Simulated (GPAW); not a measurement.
## Work function of 1T-CrSSe monolayer at several levels

How far do functional and basis move the work function of 1T-CrSSe monolayer?

Program: GPAW 26.7.0. Level of theory: GPAW, PAW setups; layer in a repeated cell with vacuum, relaxation of atoms and in-plane cell, in the first sound run; inputs show where later runs differ. Results are calculated unless marked as measured.

This is a report of a sequence of runs, with most program output left out.

**1. Starting point**

The cell holds 3 atoms: 1 Se, 1 Cr and 1 S. Its edges and angles: a = 3.125 Å, b = 3.125 Å, c = 21.148 Å, α = 90.0°, β = 90.0°, γ = 120.0°. Vacuum lies along c.

Structure file:

```
Se Cr S
1.0
     3.12500    0.00000    0.00000
    -1.56250    2.70633    0.00000
     0.00000    0.00000   21.14850
Se Cr S
1 1 1
Direct
  0.66667 0.33333 0.42556
  0.00000 0.00000 0.50540
  0.33333 0.66667 0.57444
```

**2. Relaxing the atoms**

The atoms are relaxed first, since the surface dipole, and with it the work function, follows the positions of the outer layers.

run.py

```python
import json
import numpy as np
from ase import Atoms
from ase.filters import FrechetCellFilter
from ase.optimize import BFGS
from gpaw import GPAW, PW

slab = Atoms(
    ['Se', 'Cr', 'S'],
    positions=[
        [1.56250, 0.90211, 9.00000],
        [0.00000, 0.00000, 10.68838],
        [-0.00000, 1.80422, 12.14846]],
    cell=[[3.125, 0.0, 0.0], [-1.5625, 2.70633, 0.0], [0.0, 0.0, 21.1485]],
    pbc=[True, True, True],
    magmoms=[0.0, 3.0, 0.0])

slab.calc = GPAW(mode=PW(600), xc='PBE', kpts={'size': (12, 12, 1), 'gamma': True},
                 occupations={'name': 'fermi-dirac', 'width': 0.05}, nbands='160%',
                 convergence={'density': 1e-05}, maxiter=200,
                 symmetry={'tolerance': 1e-3}, txt='slab.txt')
result = {}
# The in-plane cell is free; stress needs a cell that repeats along all three vectors
path = []
opt = BFGS(FrechetCellFilter(slab, mask=[1, 1, 0, 0, 0, 1]), maxstep=0.2)
opt.attach(lambda: path.append((slab.get_potential_energy(), slab.positions.tolist(), slab.get_forces().tolist())))
result['relaxed'] = bool(opt.run(fmax=0.02, steps=45))
result['path'] = path
result['cell'] = slab.cell.tolist()
print('in-plane lattice', slab.cell.cellpar().round(4)[[0, 1, 5]])
energy = slab.get_potential_energy()
fermi = slab.calc.get_fermi_level()
v = slab.calc.get_electrostatic_potential().mean((0, 1)) - fermi
n = slab.calc.get_pseudo_density().mean((0, 1))
L = slab.cell[2, 2]
z = np.arange(len(v)) * L / len(v)
low, high = slab.positions[:, 2].min(), slab.positions[:, 2].max()
below, above = np.interp([low - 6.8, high + 6.8], z, v)
slopes = [np.interp(x, z, np.gradient(v, z)) for x in (low - 6.8, high + 6.8)]
eps = np.array([[slab.calc.get_eigenvalues(k, s) for k in range(len(slab.calc.get_ibz_k_points()))]
                for s in range(slab.calc.get_number_of_spins())]) - fermi
top, bottom = eps[eps < 0].max(), eps[eps > 0].min()
dipole = slab.get_dipole_moment()[2]
print(f'energy {energy:.4f} eV, Fermi level {fermi:.4f} eV, dipole {dipole:.5f} e A')
print(f'potential 6.8 A off the faces, from the Fermi level: lower {below:.4f} eV, upper {above:.4f} eV')
print(f'slope of the potential there: lower {slopes[0]:.5f}, upper {slopes[1]:.5f} eV/A')
print(f'nearest levels on the mesh: {top:.4f} and {bottom:.4f} eV')
print('magnetic moment', round(slab.get_magnetic_moment(), 3))
result.update(energy=energy, fermi=fermi, dipole=dipole, below=below, above=above, slopes=slopes, edges=[top, bottom],
              z=z.tolist(), v=v.tolist(), n=n.tolist(), positions=slab.positions.tolist(),
              forces=slab.get_forces(apply_constraint=False).tolist(), moments=slab.get_magnetic_moments().tolist())
json.dump(result, open('result.json', 'w'))
```

Command:

```sh
$ OMP_NUM_THREADS=1 OPENBLAS_NUM_THREADS=1 python run.py
```

The job ended after 11 min (1 thread of Intel Xeon Platinum 8375C at 2.90GHz (Ice Lake), shared host; peak memory 0.52 GiB).

This step gave:

* dipole along the normal: -0.01573 e·Å
* levels nearest the Fermi level on the mesh: -0.01103, 0.03042 eV from the Fermi level
* site moments: -0.1503, 2.332, -0.1129 μB
* sum of the site moments: 2.069 μB

Electrostatic potential energy of an electron (without an applied field's), less the Fermi level, planar mean against z:

| z (Å) | electrostatic potential energy of an electron (without an applied field's), less the Fermi level, planar mean (eV) |
| --- | --- |
| 0.0 | 5.71 |
| 0.5 | 5.70 |
| 1.0 | 5.69 |
| 1.5 | 5.69 |
| 2.0 | 5.68 |
| 2.5 | 5.67 |
| 3.0 | 5.67 |
| 3.5 | 5.66 |
| 4.0 | 5.65 |
| 4.5 | 5.64 |
| 5.0 | 5.64 |
| 5.5 | 5.63 |
| 6.0 | 5.62 |
| 6.5 | 5.60 |
| 7.0 | 5.52 |
| 7.5 | 5.19 |
| 8.0 | 3.73 |
| 8.5 | -2.38 |
| 9.0 | -17.5 |
| 9.5 | -10.3 |
| 10.0 | -3.45 |
| 10.5 | -10.1 |
| 11.0 | -10.1 |
| 11.5 | -7.80 |
| 12.0 | -16.2 |
| 12.5 | -2.75 |
| 13.0 | 3.93 |
| 13.5 | 5.43 |
| 14.0 | 5.73 |
| 14.5 | 5.78 |
| 15.0 | 5.79 |
| 15.5 | 5.78 |
| 16.0 | 5.78 |
| 16.5 | 5.77 |
| 17.0 | 5.76 |
| 17.5 | 5.76 |
| 18.0 | 5.75 |
| 18.5 | 5.74 |
| 19.0 | 5.74 |
| 19.5 | 5.73 |
| 20.0 | 5.72 |
| 20.5 | 5.72 |
| 21.0 | 5.71 |

The pseudo valence density, planar mean oscillates, so the rows of the table below give means over windows of 0.5 Å about each position, cut where the curve ends. Its maxima inside the range that stand out by 2 % of the span (Å: e/Å³): 8.64: 0.352, 9.52: 0.422, 10.75: 0.517, 11.63: 0.480. Its minima: 9.16: 0.209, 10.05: 0.339, 11.10: 0.458.

Pseudo valence density, planar mean against z; means over each step:

| z (Å) | pseudo valence density, planar mean (e/Å³) |
| --- | --- |
| 5.0 | 1.5e-5 |
| 5.5 | 6.3e-5 |
| 6.0 | 2.7e-4 |
| 6.5 | 0.00119 |
| 7.0 | 0.00520 |
| 7.5 | 0.0231 |
| 8.0 | 0.0996 |
| 8.5 | 0.283 |
| 9.0 | 0.274 |
| 9.5 | 0.373 |
| 10.0 | 0.357 |
| 10.5 | 0.434 |
| 11.0 | 0.481 |
| 11.5 | 0.469 |
| 12.0 | 0.392 |
| 12.5 | 0.304 |
| 13.0 | 0.113 |
| 13.5 | 0.0249 |
| 14.0 | 0.00488 |
| 14.5 | 0.00102 |
| 15.0 | 2.2e-4 |
| 15.5 | 4.7e-5 |

Site moment by atom:

| atom | site moment (μB) |
| --- | --- |
| Se1 | -0.15 |
| Cr2 | 2.33 |
| S3 | -0.11 |

The relaxation lowered the energy of the cell by 0.317 eV (energies extrapolated to zero smearing; the optimiser's log prints free energies). The largest force left on a free atom is 0.0067 eV/Å.

**3. Plane waves, PBE**

The work function is the vacuum plateau of the electrostatic potential less the Fermi level; a dipole layer lets the two faces have plateaus of their own.

This step: GPAW, PAW setups; slab in vacuum (GPAW 26.7.0).

The cell differs from the one that the last finished run ended in (c 21.148 → 20.866 Å).

run.py: that of step 2 with these lines changed.

```diff
@@ -3,4 +3,2 @@
 from ase import Atoms
-from ase.filters import FrechetCellFilter
-from ase.optimize import BFGS
 from gpaw import GPAW, PW
@@ -10,22 +8,15 @@
     positions=[
-        [1.56250, 0.90211, 9.00000],
-        [0.00000, 0.00000, 10.68838],
-        [-0.00000, 1.80422, 12.14846]],
-    cell=[[3.125, 0.0, 0.0], [-1.5625, 2.70633, 0.0], [0.0, 0.0, 21.1485]],
-    pbc=[True, True, True],
+        [1.68982, 0.97562, 9.00000],
+        [0.00000, -0.00000, 10.61127],
+        [-0.00000, 1.95124, 11.86641]],
+    cell=[[3.37964, 0.0, 0.0], [-1.68982, 2.92686, 0.0], [0.0, 0.0, 20.8664]],
+    pbc=[True, True, False],
     magmoms=[0.0, 3.0, 0.0])
 
-slab.calc = GPAW(mode=PW(600), xc='PBE', kpts={'size': (12, 12, 1), 'gamma': True},
+slab.calc = GPAW(mode=PW(400), xc='PBE', kpts={'size': (12, 12, 1), 'gamma': True},
                  occupations={'name': 'fermi-dirac', 'width': 0.05}, nbands='160%',
                  convergence={'density': 1e-05}, maxiter=200,
+                 poissonsolver={'dipolelayer': 'xy'},
                  symmetry={'tolerance': 1e-3}, txt='slab.txt')
 result = {}
-# The in-plane cell is free; stress needs a cell that repeats along all three vectors
-path = []
-opt = BFGS(FrechetCellFilter(slab, mask=[1, 1, 0, 0, 0, 1]), maxstep=0.2)
-opt.attach(lambda: path.append((slab.get_potential_energy(), slab.positions.tolist(), slab.get_forces().tolist())))
-result['relaxed'] = bool(opt.run(fmax=0.02, steps=45))
-result['path'] = path
-result['cell'] = slab.cell.tolist()
-print('in-plane lattice', slab.cell.cellpar().round(4)[[0, 1, 5]])
 energy = slab.get_potential_energy()
```

Run time: 35 s. Hardware: 1 thread; peak memory 0.25 GiB.

Numbers from this step:

```yaml
dipole_along_the_normal: -0.01201 e·Å
levels_nearest_the_fermi_level_on_the_mesh: -0.01107, 0.03055 eV from the Fermi level
upper_work_function: 5.819 eV
lower_work_function: 5.597 eV
site_moments: -0.1501, 2.330, -0.1126 μB
sum_of_the_site_moments: 2.067 μB
```

Electrostatic potential energy of an electron (without an applied field's), less the Fermi level, planar mean against z:

| z (Å) | electrostatic potential energy of an electron (without an applied field's), less the Fermi level, planar mean (eV) |
| --- | --- |
| 0.0 | 5.71 |
| 0.5 | 5.60 |
| 1.0 | 5.60 |
| 1.5 | 5.60 |
| 2.0 | 5.60 |
| 2.5 | 5.60 |
| 3.0 | 5.60 |
| 3.5 | 5.60 |
| 4.0 | 5.60 |
| 4.5 | 5.60 |
| 5.0 | 5.60 |
| 5.5 | 5.60 |
| 6.0 | 5.59 |
| 6.5 | 5.57 |
| 7.0 | 5.46 |
| 7.5 | 4.99 |
| 8.0 | 2.93 |
| 8.5 | -5.38 |
| 9.0 | -18.8 |
| 9.5 | -7.15 |
| 10.0 | -4.15 |
| 10.5 | -11.6 |
| 11.0 | -8.46 |
| 11.5 | -9.78 |
| 12.0 | -14.2 |
| 12.5 | -0.285 |
| 13.0 | 4.54 |
| 13.5 | 5.56 |
| 14.0 | 5.76 |
| 14.5 | 5.81 |
| 15.0 | 5.82 |
| 15.5 | 5.82 |
| 16.0 | 5.82 |
| 16.5 | 5.82 |
| 17.0 | 5.82 |
| 17.5 | 5.82 |
| 18.0 | 5.82 |
| 18.5 | 5.82 |
| 19.0 | 5.82 |
| 19.5 | 5.82 |
| 20.0 | 5.82 |
| 20.5 | 5.81 |

The pseudo valence density, planar mean oscillates, so the rows of the table below give means over windows of 1 Å about each position, cut where the curve ends. Its maxima inside the range that stand out by 2 % of the span (Å: e/Å³): 8.5: 0.352, 9.4: 0.417, 10.6: 0.518, 11.5: 0.482, 12.1: 0.381. Its minima: 8.9: 0.204, 10.0: 0.337, 11.1: 0.453, 11.9: 0.362.

Table of pseudo valence density, planar mean by z; means over each step:

| z (Å) | pseudo valence density, planar mean (e/Å³) |
| --- | --- |
| 5 | 2.7e-5 |
| 6 | 5.1e-4 |
| 7 | 0.0101 |
| 8 | 0.151 |
| 9 | 0.316 |
| 10 | 0.384 |
| 11 | 0.478 |
| 12 | 0.377 |
| 13 | 0.0981 |
| 14 | 0.00476 |
| 15 | 2.0e-4 |
| 16 | 9.4e-6 |

The potential is flat to 5.4e-5 eV/Å where it is read, so the vacuum is wide enough.

**4. Self-consistent run: xc = "RPBE"**

The same geometry under RPBE, to see how far the functional moves the levels against the vacuum.

run.py: that of step 3 with these lines changed.

```diff
@@ -15,3 +15,3 @@
 
-slab.calc = GPAW(mode=PW(400), xc='PBE', kpts={'size': (12, 12, 1), 'gamma': True},
+slab.calc = GPAW(mode=PW(400), xc='RPBE', kpts={'size': (12, 12, 1), 'gamma': True},
                  occupations={'name': 'fermi-dirac', 'width': 0.05}, nbands='160%',
```

It took 33 s on 1 thread; peak memory 0.25 GiB.

This step gave:

```
dipole along the normal                    : -0.01331 e·Å
levels nearest the Fermi level on the mesh : -0.01366, 0.03159 eV from the Fermi level
upper work function                        : 5.770 eV
lower work function                        : 5.524 eV
site moments                               : -0.1614, 2.373, -0.1237 μB
sum of the site moments                    : 2.088 μB
```

The electrostatic potential energy of an electron (without an applied field's), less the Fermi level, planar mean by z:

z (Å), electrostatic potential energy of an electron (without an applied field's), less the Fermi level, planar mean (eV) and a bar from the least value:
```
      0.0        5.6 ##############################
      0.5        5.5 ##############################
      1.0        5.5 ##############################
      1.5        5.5 ##############################
      2.0        5.5 ##############################
      2.5        5.5 ##############################
      3.0        5.5 ##############################
      3.5        5.5 ##############################
      4.0        5.5 ##############################
      4.5        5.5 ##############################
      5.0        5.5 ##############################
      5.5        5.5 ##############################
      6.0        5.5 ##############################
      6.5        5.5 ##############################
      7.0        5.4 ##############################
      7.5        4.9 #############################
      8.0        2.9 ##########################
      8.5       -5.4 ################
      9.0      -18.9 
      9.5       -7.2 ##############
     10.0       -4.2 ##################
     10.5      -11.7 #########
     11.0       -8.5 #############
     11.5       -9.9 ###########
     12.0      -14.3 ######
     12.5       -0.3 #######################
     13.0        4.5 ############################
     13.5        5.5 ##############################
     14.0        5.7 ##############################
     14.5        5.8 ##############################
     15.0        5.8 ##############################
     15.5        5.8 ##############################
     16.0        5.8 ##############################
     16.5        5.8 ##############################
     17.0        5.8 ##############################
     17.5        5.8 ##############################
     18.0        5.8 ##############################
     18.5        5.8 ##############################
     19.0        5.8 ##############################
     19.5        5.8 ##############################
     20.0        5.8 ##############################
     20.5        5.8 ##############################
```

Pseudo valence density, planar mean against z:

| z (Å) | pseudo valence density, planar mean (e/Å³) |
| --- | --- |
| 0.00 | 0 |
| 0.64 | 0 |
| 1.06 | 0 |
| 1.70 | 0 |
| 2.13 | 0 |
| 2.77 | 6.7e-7 |
| 3.41 | -5.6e-7 |
| 3.83 | 0 |
| 4.47 | 5.9e-6 |
| 5.11 | 2.6e-5 |
| 5.54 | 9.2e-5 |
| 6.17 | 6.0e-4 |
| 6.60 | 0.00202 |
| 7.24 | 0.0133 |
| 7.88 | 0.0894 |
| 8.30 | 0.257 |
| 8.94 | 0.205 |
| 9.58 | 0.403 |
| 10.01 | 0.337 |
| 10.65 | 0.518 |
| 11.07 | 0.453 |
| 11.71 | 0.423 |
| 12.35 | 0.333 |
| 12.78 | 0.137 |
| 13.41 | 0.0189 |
| 14.05 | 0.00251 |
| 14.48 | 6.8e-4 |
| 15.12 | 9.5e-5 |
| 15.54 | 2.5e-5 |
| 16.18 | 5.3e-6 |
| 16.82 | 0 |
| 17.25 | -7.3e-7 |
| 17.89 | 8.9e-7 |
| 18.52 | -6.2e-7 |
| 18.95 | -5.4e-7 |
| 19.59 | 0 |
| 20.01 | 0 |
| 20.65 | 0 |

Site moment by atom:

| atom | site moment (μB) |
| --- | --- |
| Se1 | -0.16 |
| Cr2 | 2.37 |
| S3 | -0.12 |

Force by atom:

| atom | x (eV/Å) | y (eV/Å) | z (eV/Å) | size |
| --- | --- | --- | --- | --- |
| Se1 | 0.000 | 0.000 | -0.248 | 0.248 |
| Cr2 | 0.000 | 0.000 | -0.046 | 0.046 |
| S3 | 0.000 | 0.000 | 0.294 | 0.294 |

The upper face's work function is 5.770 eV, against 5.819 eV in the first plane-wave PBE run at this geometry.

**5. Self-consistent run: xc = "vdW-DF2"**

The same geometry under vdW-DF2, to see how far the functional moves the levels against the vacuum (the van der Waals functionals take revPBE setups).

run.py: that of step 4 with these lines changed.

```diff
@@ -15,3 +15,3 @@
 
-slab.calc = GPAW(mode=PW(400), xc='RPBE', kpts={'size': (12, 12, 1), 'gamma': True},
+slab.calc = GPAW(mode=PW(400), xc='vdW-DF2', kpts={'size': (12, 12, 1), 'gamma': True},
                  occupations={'name': 'fermi-dirac', 'width': 0.05}, nbands='160%',
```

Run time: 44 s. Hardware: 1 thread; peak memory 0.39 GiB.

Numbers from this step:

| Item | Value |
| --- | --- |
| dipole along the normal | -0.01176 e·Å |
| levels nearest the Fermi level on the mesh | -0.006074, 0.03281 eV from the Fermi level |
| upper work function | 6.191 eV |
| lower work function | 5.974 eV |
| site moments | -0.1289, 2.286, -0.09455 μB |
| sum of the site moments | 2.063 μB |

Electrostatic potential energy of an electron (without an applied field's), less the Fermi level, planar mean against z:

z (Å), electrostatic potential energy of an electron (without an applied field's), less the Fermi level, planar mean (eV) and a bar from the least value:
```
      0.0        6.1 ##############################
      0.5        6.0 ##############################
      1.0        6.0 ##############################
      1.5        6.0 ##############################
      2.0        6.0 ##############################
      2.5        6.0 ##############################
      3.0        6.0 ##############################
      3.5        6.0 ##############################
      4.0        6.0 ##############################
      4.5        6.0 ##############################
      5.0        6.0 ##############################
      5.5        6.0 ##############################
      6.0        6.0 ##############################
      6.5        5.9 ##############################
      7.0        5.8 ##############################
      7.5        5.3 #############################
      8.0        3.1 ##########################
      8.5       -5.3 ################
      9.0      -18.8 
      9.5       -7.2 ##############
     10.0       -4.3 #################
     10.5      -11.7 #########
     11.0       -8.5 ############
     11.5       -9.7 ###########
     12.0      -14.1 ######
     12.5       -0.1 ######################
     13.0        4.8 ############################
     13.5        5.9 ##############################
     14.0        6.1 ##############################
     14.5        6.2 ##############################
     15.0        6.2 ##############################
     15.5        6.2 ##############################
     16.0        6.2 ##############################
     16.5        6.2 ##############################
     17.0        6.2 ##############################
     17.5        6.2 ##############################
     18.0        6.2 ##############################
     18.5        6.2 ##############################
     19.0        6.2 ##############################
     19.5        6.2 ##############################
     20.0        6.2 ##############################
     20.5        6.2 ##############################
```

The upper face's work function is 6.191 eV, against 5.819 eV in the first plane-wave PBE run at this geometry.

(Part 1 of 2 ends here.)

[Logs are printed without paths, hosts, clocks, repeated set-up lines and the standing remarks that a program may print on its own settings, such as how far it seeks lower states.]

[Hosts, paths, dates, database ids (printed as entryN), source tags and the programs' standing remarks are cut or masked in the printed files.]
